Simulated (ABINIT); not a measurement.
An input for ABINIT 10.8.3 (InP (F-43m)):

```
acell 3*1.0 Angstrom
rprim 
  0.000000000000 2.930500000000 2.930500000000
  2.930500000000 -0.000000000000 2.930500000000
  2.930500000000 2.930500000000 0.000000000000
ntypat 2
znucl 49 15
natom 2
typat 1 2
xred 
  0.000000000000 0.000000000000 0.000000000000
  0.250000000000 0.250000000000 0.250000000000
pp_dirpath "pseudos"
pseudos "In.upf, P.upf"
ecut 33
ngkpt 4 4 4
nshiftk 1
shiftk 0 0 0
kptopt 1
chksymbreak 0
istwfk *1
occopt 1
irdwfk 1
optdriver 4
nband 94
gwcalctyp 27
ecutsigx 33
symsigma 0
nkptgw 8
kptgw 
  0.0000000000 0.0000000000 0.0000000000
  0.2500000000 0.0000000000 0.0000000000
  0.5000000000 0.0000000000 0.0000000000
  0.2500000000 0.2500000000 0.0000000000
  0.5000000000 0.2500000000 0.0000000000
  -0.2500000000 0.2500000000 0.0000000000
  0.5000000000 0.5000000000 0.0000000000
  -0.2500000000 0.5000000000 0.2500000000
bdgw 
  11 23
  11 23
  11 23
  11 23
  11 23
  11 23
  11 23
  11 23
ecuteps 5
irdscr 1
irdqps 1
rhoqpmix 0.3
indata_prefix "in"
outdata_prefix "out"
tmpdata_prefix "tmp"
```

The database entry behind the starting cell differs from other determinations of this structure, so it need not match the best structure at room temperature.

```sh
OMP_NUM_THREADS=1 mpirun -n 8 abinit run.abi > log
```

Estimate wall time and host memory on 8 MPI ranks of INTEL XEON PLATINUM 8581C at 2.30GHz (Emerald Rapids), shared host.

It took 26 s; on shared hardware allow 13 s to 52 s. Peak host memory was 2.4 GiB.

[Long decimals in the printed logs are rounded to 6 places.]

[Logs are printed without paths, hosts, clocks, repeated set-up lines and the standing remarks that a program may print on its own settings, such as how far it seeks lower states.]

[Paths, hosts, dates, memory and timing lines, banners, echoed tables and standing remarks are left out of the program output; an Ansatz launch command may be rebuilt from the run's recorded settings. Measured values are a selection of at most five: reports struck by readers or far from the other reports are left out. None is set beside runs whose start may be inverted or whose files or cutoffs have a known fault.]

[Runs of the session that timed out or met a known fault of the program may be left out.]

[Hosts, paths, dates, database ids (printed as entryN), source tags and the programs' standing remarks are cut or masked in the printed files.]

[G0W0 gaps are taken among the corrected bands and points alone; a level outside them can change the order at an edge.]

[Where Ansatz stands beside ABINIT at settings called matched, ABINIT's density can come from a denser mesh and the files from another edition; pairs whose starting gaps differed by over 0.03 eV were left out, so agreement reads better than it is.]
